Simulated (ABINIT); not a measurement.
# A GW chain in ABINIT: Ca2H6Os (Fm-3m), part 2 of 3

Aim: the G0W0 gap of Ca2H6Os (Fm-3m) on PBEsol, step by step.

ABINIT 10.8.3; PBEsol and many-body steps on it, plane waves. Known limits of the many-body steps: not at the basis limit; no spin polarisation; d states lean on the start; no spin-orbit coupling; coarse k mesh.

So far. Step 2 (Ground state): The gap is indirect, with the least direct gap 0.007 eV higher.

### 3. Bands along the symmetry lines

Level of this step: DFT, PBEsol, plane waves, norm-conserving pseudopotentials (ABINIT).

Levels along a band path, at the cheap level, show where the edges lie and whether the meshes to come will hold them.

Input file run.abi:

```
acell 3*1.0 Angstrom
rprim 
  0.000000000000 3.614821300000 3.614821300000
  3.614821300000 0.000000000000 3.614821300000
  3.614821300000 3.614821300000 0.000000000000
ntypat 3
znucl 20 1 76
natom 9
typat 1 1 2 2 2 2 2 2 3
xred 
  0.250000000000 0.250000000000 0.250000000000
  0.750000000000 0.750000000000 0.750000000000
  0.762819760000 0.237180240000 0.237180240000
  0.237180240000 0.762819760000 0.762819760000
  0.237180240000 0.762819760000 0.237180240000
  0.762819760000 0.237180240000 0.762819760000
  0.237180240000 0.237180240000 0.762819760000
  0.762819760000 0.762819760000 0.237180240000
  0.000000000000 0.000000000000 0.000000000000
pp_dirpath "pseudos"
pseudos "Ca.upf, H.upf, Os.upf"
ecut 33
iscf -2
irdden 1
kptopt 0
nkpt 26
kpt 
  0.00000000 0.00000000 0.00000000
  0.12500000 0.00000000 0.12500000
  0.25000000 0.00000000 0.25000000
  0.37500000 0.00000000 0.37500000
  0.50000000 0.00000000 0.50000000
  0.53125000 0.06250000 0.53125000
  0.56250000 0.12500000 0.56250000
  0.59375000 0.18750000 0.59375000
  0.62500000 0.25000000 0.62500000
  0.37500000 0.37500000 0.75000000
  0.28125000 0.28125000 0.56250000
  0.18750000 0.18750000 0.37500000
  0.09375000 0.09375000 0.18750000
  0.00000000 0.00000000 0.00000000
  0.12500000 0.12500000 0.12500000
  0.25000000 0.25000000 0.25000000
  0.37500000 0.37500000 0.37500000
  0.50000000 0.50000000 0.50000000
  0.50000000 0.43750000 0.56250000
  0.50000000 0.37500000 0.62500000
  0.50000000 0.31250000 0.68750000
  0.50000000 0.25000000 0.75000000
  0.50000000 0.18750000 0.68750000
  0.50000000 0.12500000 0.62500000
  0.50000000 0.06250000 0.56250000
  0.50000000 0.00000000 0.50000000
istwfk *1
nband 28
nbdbuf 2
tolwfr 1e-08
nstep 40
prtwf 0
prtvol 0
indata_prefix "in"
outdata_prefix "out"
tmpdata_prefix "tmp"
```

Run with:

```sh
$ OMP_NUM_THREADS=1 mpirun -n 4 abinit run.abi > log
```

Numbers of over 12 decimals in the logs are rounded to 6 here.

Log:

```text
.Version 10.8.3 of ABINIT. v10.8.2 released Aug 2026.

 Symmetries : space group Fm -3 m (#225); Bravais cF (face-center cubic)
[... echo of the input left out ...]
== DATASET  1 ==================================================================
-   mpi_nproc: 4, omp_nthreads: 1 (-1 if OMP is not activated)

--- !DatasetInfo
iteration_state: {dtset: 1, }
dimensions: {natom: 9, nkpt: 26, mband: 28, nsppol: 1, nspinor: 1, nspden: 1, mpw: 5817, }
cutoff_energies: {ecut:  33.0, pawecutdg:  -1.0, }
electrons: {nelect:   4.20000000E+01, charge:   0.00000000E+00, occopt:   1.00000000E+00, tsmear:   1.00000000E-02, }

 Real(R)+Recip(G) space primitive vectors, cartesian coordinates (Bohr,Bohr^-1):
 R(1)=  0.0000000  6.8310223  6.8310223  G(1)= -0.0731955  0.0731955  0.0731955
 R(2)=  6.8310223  0.0000000  6.8310223  G(2)=  0.0731955 -0.0731955  0.0731955
 R(3)=  6.8310223  6.8310223  0.0000000  G(3)=  0.0731955  0.0731955 -0.0731955
 Unit cell volume ucvol=  6.3751014E+02 bohr^3
 Angles (23,13,12)=  6.00000000E+01  6.00000000E+01  6.00000000E+01 degrees

 getcut: wavevector=  0.0000  0.0000  0.0000  ngfft=  50  50  50
         ecut(hartree)=     33.000   => boxcut(ratio)=   2.00226

--- Pseudopotential description ------------------------------------------------
- Ca Generated using ONCVPSP code by D. R. Hamann
- 20.00000  10.00000  180301                  znucl, zion, pspdat
12 -116133 2 -1 1746                          pspcod,pspxc,lmax,lloc,mmax
     nproj     2     2     2     0
  pspatm : epsatm=   12.46101000
         --- l  ekb(1:nproj) -->
             0   10.054847    0.973777
             1    2.998958    0.458102
             2   -3.447298   -1.091650
 pspatm: atomic psp has been read  and splines computed

- H Generated using ONCVPSP code by D. R. Hamann
-  1.00000   1.00000  180301                  znucl, zion, pspdat
12 -116133 1 -1 1180                          pspcod,pspxc,lmax,lloc,mmax
     nproj     2     1     0     0
  pspatm : epsatm=    0.35585368
         --- l  ekb(1:nproj) -->
[...]
1   -0.494138
 pspatm: atomic psp has been read  and splines computed

- Os Generated using ONCVPSP code by D. R. Hamann
- 76.00000  16.00000  180301                  znucl, zion, pspdat
12 -116133 3 -1 1328                          pspcod,pspxc,lmax,lloc,mmax
     nproj     2     2     2     2
  pspatm : epsatm=   26.11825285
         --- l  ekb(1:nproj) -->
[...]
pspatm: atomic psp has been read  and splines computed

--------------------------------------------------------------------------------

================================================================================
 prteigrs : about to open file out_EIG
 Non-SCF case, kpt    1 (  0.00000  0.00000  0.00000), residuals and eigenvalues=
  4.56E-09  2.60E-09  3.27E-09  7.25E-09  3.86E-09  7.01E-09  2.04E-09  4.11E-09
[...]
Non-SCF case, kpt   26 (  0.50000  0.00000  0.50000), residuals and eigenvalues=
[...]
-2.8707E-02 -3.7975E-03  3.7258E-02  5.2629E-02  1.0370E-01  1.0370E-01
  1.3996E-01  1.6965E-01  1.6965E-01  2.6536E-01  3.0027E-01  3.4337E-01
[...]
--- !ResultsGS
iteration_state: {dtset: 1, }
comment   : Summary of ground state results
lattice_vectors:
- [  0.0000000,   6.8310223,   6.8310223, ]
- [  6.8310223,   0.0000000,   6.8310223, ]
- [  6.8310223,   6.8310223,   0.0000000, ]
lattice_lengths: [   9.66052,    9.66052,    9.66052, ]
lattice_angles: [ 60.000,  60.000,  60.000, ] # degrees, (23, 13, 12)
lattice_volume:   6.3751014E+02
convergence: {deltae:  0.000E+00, res2:  0.000E+00, residm:  9.988E-09, diffor:  0.000E+00, }
etotal    :  -1.82108426E+02
entropy   :   0.00000000E+00
fermie    :   1.69893292E-01
cartesian_stress_tensor: null
pressure_GPa: null
xred      :
- [  2.5000E-01,   2.5000E-01,   2.5000E-01, Ca]
- [  7.5000E-01,   7.5000E-01,   7.5000E-01, Ca]
- [  7.6282E-01,   2.3718E-01,   2.3718E-01,  H]
- [  2.3718E-01,   7.6282E-01,   7.6282E-01,  H]
- [  2.3718E-01,   7.6282E-01,   2.3718E-01,  H]
- [  7.6282E-01,   2.3718E-01,   7.6282E-01,  H]
- [  2.3718E-01,   2.3718E-01,   7.6282E-01,  H]
- [  7.6282E-01,   7.6282E-01,   2.3718E-01,  H]
- [  0.0000E+00,   0.0000E+00,   0.0000E+00, Os]
cartesian_forces: null
force_length_stats: {min: null, max: null, mean: null, }

 Integrated electronic density in atomic spheres:
 ------------------------------------------------
 Atom  Sphere_radius  Integrated_density
[...]
================================================================================

 ----iterations are completed or convergence reached----

 Mean square residual over all n,k,spin=   58.897E-10; max=  99.880E-10
 reduced coordinates (array xred) for    9 atoms
[...]
0.762819760000      0.762819760000      0.237180240000
       0.000000000000      0.000000000000      0.000000000000

 cartesian coordinates (angstrom) at end:
[...]
length scales=  1.889726125908  1.889726125908  1.889726125908 bohr
              =  1.000000000000  1.000000000000  1.000000000000 angstroms
 prteigrs : about to open file out_EIG
 Eigenvalues (hartree) for nkpt=  26  k points:
 kpt#   1, nband= 28, wtk=  1.00000, kpt=  0.0000  0.0000  0.0000 (reduced coord)
[...]
kpt#   2, nband= 28, wtk=  1.00000, kpt=  0.1250  0.0000  0.1250 (reduced coord)
[...]
kpt#   3, nband= 28, wtk=  1.00000, kpt=  0.2500  0.0000  0.2500 (reduced coord)
[...]
kpt#  25, nband= 28, wtk=  1.00000, kpt=  0.5000  0.0625  0.5625 (reduced coord)
[...]
0.34266    0.35240    0.39608    0.39662
 kpt#  26, nband= 28, wtk=  1.00000, kpt=  0.5000  0.0000  0.5000 (reduced coord)
[...]
-0.57256   -0.56587   -0.56587   -0.56517   -0.02871   -0.00380    0.03726    0.05263
   0.10370    0.10370    0.13996    0.16965    0.16965    0.26536    0.30027    0.34337
   0.34403    0.34403    0.39895    0.39927

== END DATASET(S) ==============================================================
================================================================================

 -outvars: echo values of variables after computation  --------
            nband          28
             nkpt          26
          spgroup         225
 [... the other variables as echoed above ...]

 Calculation completed.
```

Run time: 54 s. Hardware: 4 MPI ranks of Intel Xeon Platinum 8259CL at 2.50GHz (Skylake/Cascade Lake), shared host; peak memory 0.38 GiB; 3.6 min of CPU time.

This step gave:

```yaml
gap: 2.596 eV
k_of_the_valence_top: 0.5, 0.25, 0.75
k_of_the_conduction_bottom: 0.5, 0, 0.5
least_direct_gap: 2.604 eV
```

The gap is 2.596 eV, −0.002 eV from the run before at this level.

Electronic bands along the path, in eV, zero at the top of the highest filled band:

```csv
point,band 18,band 19,band 20,band 21,band 22,band 23,band 24,band 25
Γ,-2.09,-0.18,-0.18,-0.18,4.36,4.36,4.79,6.58
halfway,-1.95,-0.48,-0.10,-0.10,3.64,3.98,5.39,5.40
X,-1.80,-0.82,-0.01,-0.01,2.60,3.55,4.72,4.74
halfway,-1.71,-0.67,-0.03,-0.01,2.71,3.63,4.46,4.67
U,-1.51,-0.44,-0.07,-0.03,2.94,3.89,4.33,4.50
jump to K,-1.51,-0.44,-0.07,-0.03,2.94,3.89,4.33,4.50
halfway,-1.50,-0.29,-0.17,-0.14,3.92,4.23,4.77,5.36
Γ,-2.09,-0.18,-0.18,-0.18,4.36,4.36,4.79,6.58
halfway,-1.72,-0.30,-0.16,-0.16,4.25,4.25,5.12,5.69
L,-1.34,-0.38,-0.14,-0.14,4.04,4.31,4.31,4.75
halfway,-1.42,-0.23,-0.19,-0.08,3.32,4.24,4.37,4.46
W,-1.71,-0.22,-0.22,0.00,3.08,4.07,4.07,4.40
halfway,-1.75,-0.55,-0.05,0.00,2.81,3.71,4.36,4.60
X,-1.80,-0.82,-0.01,-0.01,2.60,3.55,4.72,4.74
```

### 4. Empty states on the mesh, 2×2×2 mesh, 63 bands

The sums over transitions need many empty states on a uniform mesh; this step solves for them.

Input file run.abi:

```
acell 3*1.0 Angstrom
rprim 
  0.000000000000 3.614821300000 3.614821300000
  3.614821300000 0.000000000000 3.614821300000
  3.614821300000 3.614821300000 0.000000000000
ntypat 3
znucl 20 1 76
natom 9
typat 1 1 2 2 2 2 2 2 3
xred 
  0.250000000000 0.250000000000 0.250000000000
  0.750000000000 0.750000000000 0.750000000000
  0.762819760000 0.237180240000 0.237180240000
  0.237180240000 0.762819760000 0.762819760000
  0.237180240000 0.762819760000 0.237180240000
  0.762819760000 0.237180240000 0.762819760000
  0.237180240000 0.237180240000 0.762819760000
  0.762819760000 0.762819760000 0.237180240000
  0.000000000000 0.000000000000 0.000000000000
pp_dirpath "pseudos"
pseudos "Ca.upf, H.upf, Os.upf"
ecut 33
ngkpt 2 2 2
nshiftk 1
shiftk 0 0 0
kptopt 1
chksymbreak 0
iscf -2
irdden 1
istwfk *1
nband 63
nbdbuf 4
tolwfr 1e-09
nstep 60
prtvol 0
indata_prefix "in"
outdata_prefix "out"
tmpdata_prefix "tmp"
```

Run with:

```sh
$ OMP_NUM_THREADS=1 mpirun -n 3 abinit run.abi > log
```

Log:

```text
.Version 10.8.3 of ABINIT. v10.8.2 released Aug 2026.

 Symmetries : space group Fm -3 m (#225); Bravais cF (face-center cubic)
[... echo of the input left out ...]
== DATASET  1 ==================================================================
-   mpi_nproc: 3, omp_nthreads: 1 (-1 if OMP is not activated)

--- !DatasetInfo
iteration_state: {dtset: 1, }
dimensions: {natom: 9, nkpt: 3, mband: 63, nsppol: 1, nspinor: 1, nspden: 1, mpw: 5817, }
cutoff_energies: {ecut:  33.0, pawecutdg:  -1.0, }
electrons: {nelect:   4.20000000E+01, charge:   0.00000000E+00, occopt:   1.00000000E+00, tsmear:   1.00000000E-02, }

 Real(R)+Recip(G) space primitive vectors, cartesian coordinates (Bohr,Bohr^-1):
 R(1)=  0.0000000  6.8310223  6.8310223  G(1)= -0.0731955  0.0731955  0.0731955
 R(2)=  6.8310223  0.0000000  6.8310223  G(2)=  0.0731955 -0.0731955  0.0731955
 R(3)=  6.8310223  6.8310223  0.0000000  G(3)=  0.0731955  0.0731955 -0.0731955
 Unit cell volume ucvol=  6.3751014E+02 bohr^3
 Angles (23,13,12)=  6.00000000E+01  6.00000000E+01  6.00000000E+01 degrees

 getcut: wavevector=  0.0000  0.0000  0.0000  ngfft=  50  50  50
         ecut(hartree)=     33.000   => boxcut(ratio)=   2.00226

--- Pseudopotential description ------------------------------------------------
- Ca Generated using ONCVPSP code by D. R. Hamann
- 20.00000  10.00000  180301                  znucl, zion, pspdat
12 -116133 2 -1 1746                          pspcod,pspxc,lmax,lloc,mmax
     nproj     2     2     2     0
  pspatm : epsatm=   12.46101000
         --- l  ekb(1:nproj) -->
             0   10.054847    0.973777
             1    2.998958    0.458102
             2   -3.447298   -1.091650
 pspatm: atomic psp has been read  and splines computed

- H Generated using ONCVPSP code by D. R. Hamann
-  1.00000   1.00000  180301                  znucl, zion, pspdat
12 -116133 1 -1 1180                          pspcod,pspxc,lmax,lloc,mmax
     nproj     2     1     0     0
  pspatm : epsatm=    0.35585368
         --- l  ekb(1:nproj) -->
[...]
1   -0.494138
 pspatm: atomic psp has been read  and splines computed

- Os Generated using ONCVPSP code by D. R. Hamann
- 76.00000  16.00000  180301                  znucl, zion, pspdat
12 -116133 3 -1 1328                          pspcod,pspxc,lmax,lloc,mmax
     nproj     2     2     2     2
  pspatm : epsatm=   26.11825285
         --- l  ekb(1:nproj) -->
[...]
pspatm: atomic psp has been read  and splines computed

--------------------------------------------------------------------------------

================================================================================
 prteigrs : about to open file out_EIG
 Non-SCF case, kpt    1 (  0.00000  0.00000  0.00000), residuals and eigenvalues=
  3.49E-10  2.09E-10  2.42E-10  4.08E-10  2.56E-10  2.06E-10  2.43E-10  1.69E-10
[...]
-2.9098E+00 -1.4187E+00 -1.4187E+00 -1.4187E+00 -1.2638E+00 -1.2622E+00
 -5.7168E-01 -5.7168E-01 -5.7168E-01 -5.6639E-01 -5.6639E-01 -5.6639E-01
 -8.9993E-02  2.3717E-02  2.3717E-02  9.3110E-02  9.3110E-02  9.3110E-02
[...]
9.0318E-01  9.0318E-01  9.0318E-01  1.0193E+00  1.0193E+00  1.0193E+00
  1.0275E+00  1.0275E+00  1.0275E+00  1.0649E+00  1.0649E+00  1.0649E+00
[...]
prteigrs : prtvol=0 or 1, do not print more k-points.

--- !ResultsGS
iteration_state: {dtset: 1, }
comment   : Summary of ground state results
lattice_vectors:
- [  0.0000000,   6.8310223,   6.8310223, ]
- [  6.8310223,   0.0000000,   6.8310223, ]
- [  6.8310223,   6.8310223,   0.0000000, ]
lattice_lengths: [   9.66052,    9.66052,    9.66052, ]
lattice_angles: [ 60.000,  60.000,  60.000, ] # degrees, (23, 13, 12)
lattice_volume:   6.3751014E+02
convergence: {deltae:  0.000E+00, res2:  0.000E+00, residm:  9.768E-10, diffor:  0.000E+00, }
etotal    :  -1.82108426E+02
entropy   :   0.00000000E+00
fermie    :   1.69893292E-01
cartesian_stress_tensor: null
pressure_GPa: null
xred      :
- [  2.5000E-01,   2.5000E-01,   2.5000E-01, Ca]
- [  7.5000E-01,   7.5000E-01,   7.5000E-01, Ca]
- [  7.6282E-01,   2.3718E-01,   2.3718E-01,  H]
- [  2.3718E-01,   7.6282E-01,   7.6282E-01,  H]
- [  2.3718E-01,   7.6282E-01,   2.3718E-01,  H]
- [  7.6282E-01,   2.3718E-01,   7.6282E-01,  H]
- [  2.3718E-01,   2.3718E-01,   7.6282E-01,  H]
- [  7.6282E-01,   7.6282E-01,   2.3718E-01,  H]
- [  0.0000E+00,   0.0000E+00,   0.0000E+00, Os]
cartesian_forces: null
force_length_stats: {min: null, max: null, mean: null, }

 Integrated electronic density in atomic spheres:
 ------------------------------------------------
 Atom  Sphere_radius  Integrated_density
[...]
================================================================================

 ----iterations are completed or convergence reached----

 Mean square residual over all n,k,spin=   45.311E-11; max=  97.682E-11
 reduced coordinates (array xred) for    9 atoms
[...]
0.762819760000      0.762819760000      0.237180240000
       0.000000000000      0.000000000000      0.000000000000

 cartesian coordinates (angstrom) at end:
    1      1.807411     1.807411     1.807411
    2      5.422232     5.422232     5.422232
    3      1.714728     3.614821     3.614821
[...]
8      3.614821     3.614821     5.514914
    9      0.000000     0.000000     0.000000
 length scales=  1.889726125908  1.889726125908  1.889726125908 bohr
              =  1.000000000000  1.000000000000  1.000000000000 angstroms
 prteigrs : about to open file out_EIG
 Eigenvalues (hartree) for nkpt=   3  k points:
 kpt#   1, nband= 63, wtk=  0.12500, kpt=  0.0000  0.0000  0.0000 (reduced coord)
[...]
0.57233    0.58205    0.72896    0.72896    0.72896    0.88049    0.88049    0.88437
   0.90318    0.90318    0.90318    1.01928    1.01928    1.01928    1.02746    1.02746
   1.02746    1.06485    1.06485    1.06485    1.09565    1.09565    1.09894
 prteigrs : prtvol=0 or 1, do not print more k-points.

== END DATASET(S) ==============================================================
================================================================================

 -outvars: echo values of variables after computation  --------
            nband          63
             nkpt           3
          spgroup         225
 [... the other variables as echoed above ...]

 Calculation completed.
```

It took 18 s on 3 MPI ranks; peak memory 0.27 GiB; 53 s of CPU time.

This step gave:

```yaml
gap: 2.604 eV
k_of_the_valence_top: 0.5, 0.5, 0
k_of_the_conduction_bottom: 0.5, 0.5, 0
least_direct_gap: 2.604 eV
k_points_computed: 3
lowest_point_of_the_top_converged_band_above_the_valence_top: 22.79 eV
```

On this mesh the gap is 2.604 eV.

### 5. Screening, 2×2×2 mesh, 59 bands, screening to 87.1 eV

The RPA dielectric matrix is built and inverted for each q.

This step: RPA screening on PBEsol, plane waves, norm-conserving pseudopotentials.

Changes to run.abi since step 4:

```diff
@@ -27,10 +27,11 @@
 chksymbreak 0
-iscf -2
-irdden 1
 istwfk *1
-nband 63
-nbdbuf 4
-tolwfr 1e-09
-nstep 60
-prtvol 0
+occopt 1
+irdwfk 1
+optdriver 3
+nband 59
+ecuteps 3.2
+inclvkb 2
+awtr 1
+symchi 1
 indata_prefix "in"
```

Run with:

```sh
$ OMP_NUM_THREADS=1 mpirun -n 4 abinit run.abi > log
```

Log:

```text
.Version 10.8.3 of ABINIT. v10.8.2 released Aug 2026.

 Symmetries : space group Fm -3 m (#225); Bravais cF (face-center cubic)
[... echo of the input left out ...]
== DATASET  1 ==================================================================
-   mpi_nproc: 4, omp_nthreads: 1 (-1 if OMP is not activated)

--- !DatasetInfo
iteration_state: {dtset: 1, }
dimensions: {natom: 9, nkpt: 3, mband: 59, nsppol: 1, nspinor: 1, nspden: 1, mpw: 5817, }
cutoff_energies: {ecut:  33.0, pawecutdg:  -1.0, }
electrons: {nelect:   4.20000000E+01, charge:   0.00000000E+00, occopt:   1.00000000E+00, tsmear:   1.00000000E-02, }

 SCREENING: Calculation of the susceptibility and dielectric matrices

 Based on a program developped by R.W. Godby, V. Olevano, G. Onida, and L. Reining.
 Incorporated in ABINIT by V. Olevano, G.-M. Rignanese, and M. Torrent.
.Using double precision arithmetic ; gwpc =  8

[... cell and pseudopotentials left out ...]
--------------------------------------------------------------------------------

 ==== K-mesh for the wavefunctions ====
 Number of points in the irreducible wedge :     3
[... list of points left out ...]
 Together with 48 symmetry operations and time-reversal symmetry
 yields     8 points in the full Brillouin Zone.

 ==== Q-mesh for the screening function ====
 Number of points in the irreducible wedge :     3
[... list of points left out ...]
 Together with 48 symmetry operations and time-reversal symmetry
 yields     8 points in the full Brillouin Zone.

 setmesh: FFT mesh size selected  =    36x   36x   36
          total number of points  =        46656

 vcoul_init : cutoff-mode = AUXILIARY_FUNCTION
 q-points for optical limit:   1
     1)      0.000010    0.000020    0.000030

- screening: taking advantage of time-reversal symmetry
- Maximum band index for partially occupied states nbvw = 21
- Remaining bands to be divided among processors   nbcw = 38
- Number of bands treated by each node ~9

 Number of electrons calculated from density =   42.0000; Expected =   42.0000
 average of density, n =  0.065881
 r_s =    1.5360
 omega_plasma =   24.7592 [eV]

 calculating chi0 at frequencies [eV] :
  1    0.000000E+00    0.000000E+00
  2    0.000000E+00    2.475921E+01

--------------------------------------------------------------------------------
  q-point number  1        q = ( 0.000000, 0.000000, 0.000000) [r.l.u.]
--------------------------------------------------------------------------------
[... chi0 elements left out ...]
 For q-point:  0.000010 0.000020 0.000030
  dielectric constant =   4.7291
  dielectric constant without local fields =   5.6943

  Average fulfillment of the sum rule on Im[epsilon] for q-point    1 :     42.51  [%]
[... wings left out ...]
  q-point number  2        q = ( 0.500000, 0.000000, 0.000000) [r.l.u.]
--------------------------------------------------------------------------------
[... chi0 elements left out ...]
  Average fulfillment of the sum rule on Im[epsilon] for q-point    2 :     53.17  [%]

 [... 1 further q-points ...]
```

The job ended after 11 s (4 MPI ranks; peak memory 0.99 GiB; 41 s of CPU time).

Numbers from this step:

- ε∞ with local fields, on this mesh, along the program's q direction: 4.729
- the same without local fields: 5.694
- plasma frequency: 24.76 eV
- plane waves in the screening matrix: 169

Local fields lower ε∞ by 17 %. On a Γ-centred mesh this coarse the value itself is usually too large, while a short band sum pulls it down.

[end of part 2 of 3]

[Paths, hosts, dates, memory and timing lines, banners, echoed tables and standing remarks are left out of the program output.]

[Logs are printed without paths, hosts, clocks, repeated set-up lines and the standing remarks that a program may print on its own settings, such as how far it seeks lower states.]

[Runs of the session that timed out or met a known fault of the program may be left out.]

[Hosts, paths, dates, database ids (printed as entryN), source tags and the programs' standing remarks are cut or masked in the printed files.]

[G0W0 gaps are taken among the corrected bands and points alone; a level outside them can change the order at an edge.]

[Where Ansatz stands beside ABINIT at settings called matched, ABINIT's density can come from a denser mesh and the files from another edition; pairs whose starting gaps differed by over 0.03 eV were left out, so agreement reads better than it is.]
